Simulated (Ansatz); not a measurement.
## SiC (P6_3mc): refractive index against wavelength

The refractive index of SiC (P6_3mc) along x below the direct gap (4.08 eV on the mesh) is read from one computed spectrum, n = √(Re ε). x, y and z are the Cartesian axes of the input cell.

The structure is hexagonal, space group P6_3mc (No. 186). Conventional cell: a = 3.076 Å, b = 3.076 Å, c = 5.048 Å, α = 90.00°, β = 90.00°, γ = 120.00°. Si on site b has 4 C at 1.87 to 1.94 Å as nearest neighbours. Around C on site b lie 4 Si at 1.87 to 1.94 Å.

Method: Ansatz 0.2.0, PBE, independent particles, k-mesh 12×12×6 with interpolation inside its cells, Gaussian parameter 0.1 eV.

Launch of the response step: `ansatz run input.yaml --threads 4 --pin off --max-ram 8192MiB --backend cpu --events-out ev --progress --plain --runs-dir out`. The run took 21 s, on 4 threads of Arm Neoverse V1, with other jobs on the host.

| wavelength (nm) | photon energy E (eV) | n |
| --- | --- | --- |
| 1310 | 0.946 | 2.6851 |
| 1064 | 1.165 | 2.6953 |
| 850 | 1.459 | 2.7127 |
| 700 | 1.771 | 2.7362 |
| 633 | 1.959 | 2.7530 |
| 532 | 2.331 | 2.7933 |
| 450 | 2.755 | ? |

In the single-oscillator model n² − 1 = E₀E_d/(E₀² − E²), so 1/(n² − 1) = E₀/E_d − E²/(E₀E_d) is linear in E².

Working, on the rows shown:

| x = E² (eV²) | y = 1/(n² − 1) |
| --- | --- |
| 0.895757 | 0.161037 |
| 1.35784 | 0.159626 |
| 2.12762 | 0.157264 |
| 3.13716 | 0.154159 |
| 3.83641 | 0.151999 |
| 5.43137 | 0.147004 |

Means: x̄ = 2.7977, ȳ = 0.15518. Σ(x − x̄)(y − ȳ) = -0.04412, Σ(x − x̄)² = 14.27. Slope = -0.04412 / 14.27 = -0.003092; intercept = ȳ − slope · x̄ = 0.16383. Turned back into n, the line misses the rows shown by at most 0.00028.

Problem. What does the fit predict for the withheld row, and how well does it do?

Solution. At x = 7.5912 the line gives y = 0.14036, that is 2.8503. The run gave 2.8525, so the extrapolation is off by 0.0022, 1.3 % of the range in the table.

Refitted with all rows, the slope is -0.003121 and the intercept 0.1639. These give E₀ = √(intercept/−slope) = 7.25 eV and E_d = E₀/intercept = 44.2 eV; E₀ is 1.8 times the direct gap. The electronic limit at long wavelengths, without lattice vibrations, is n = √(1 + 1/intercept) = 2.665. Excitons are left out and so are local fields; PBE gaps are as a rule too small.
